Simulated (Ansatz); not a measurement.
# Calculated records

```
A low-energy model for MoBr2 (1T sheet): bands, U and J
1.0
     0.00000    2.33236    2.33236
     2.33236   -2.33236    0.00000
    17.46662   17.46662  -17.46662
Mo Br
1 2
Direct
  0.00000 0.00000 0.31776
  0.33333 0.66667 0.37605
  0.66667 0.33333 0.25947
# method: DFT, PBEsol, plane waves, PAW (and 1 further level or step)
# program: Ansatz 0.2.0
# settings of one run: cutoff 420 eV, 9×9×1 k-mesh, smearing width 0.08 eV, default PAW, coordination {"Mo": "octahedral"}, magnetic state non-magnetic by constraint
# cost: 5 runs, 6.5 min in all on 8 threads of Arm Neoverse V2, shared host (the runs of this entry)
# notes: This run has no spin polarisation, although Mo can carry a moment. The structure was relaxed with PBEsol. Limits: no spin-orbit coupling. The bands cross the Fermi level under this constraint, which need not be the crystal’s state: magnetic order, correlation or a lattice distortion may open a gap.
# Mo t2g: U 2.37 eV, U′ 1.87 eV, J 0.23 eV, bare V 9.9 eV
# Mo d: U 3.42 eV, U′ 2.87 eV, J 0.26 eV, bare V 10.6 eV
# Mo t2g + anion p: U 2.80 eV, U′ 2.17 eV, J 0.29 eV, bare V 11.6 eV
# Mo d + anion p: U 5.79 eV, U′ 5.02 eV, J 0.37 eV, bare V 13.3 eV
# method: constrained RPA on non-magnetic PBEsol, 6×6×1 mesh, static; search for lower states off
```

[Paths, hosts, dates, memory and timing lines, banners, echoed tables and standing remarks are left out of the program output.]

[Logs are printed without paths, hosts, clocks, repeated set-up lines and the standing remarks that a program may print on its own settings, such as how far it seeks lower states.]

[Runs of the session that timed out or met a known fault of the program may be left out.]

[Hosts, paths, dates, database ids (printed as entryN), source tags and the programs' standing remarks are cut or masked in the printed files.]
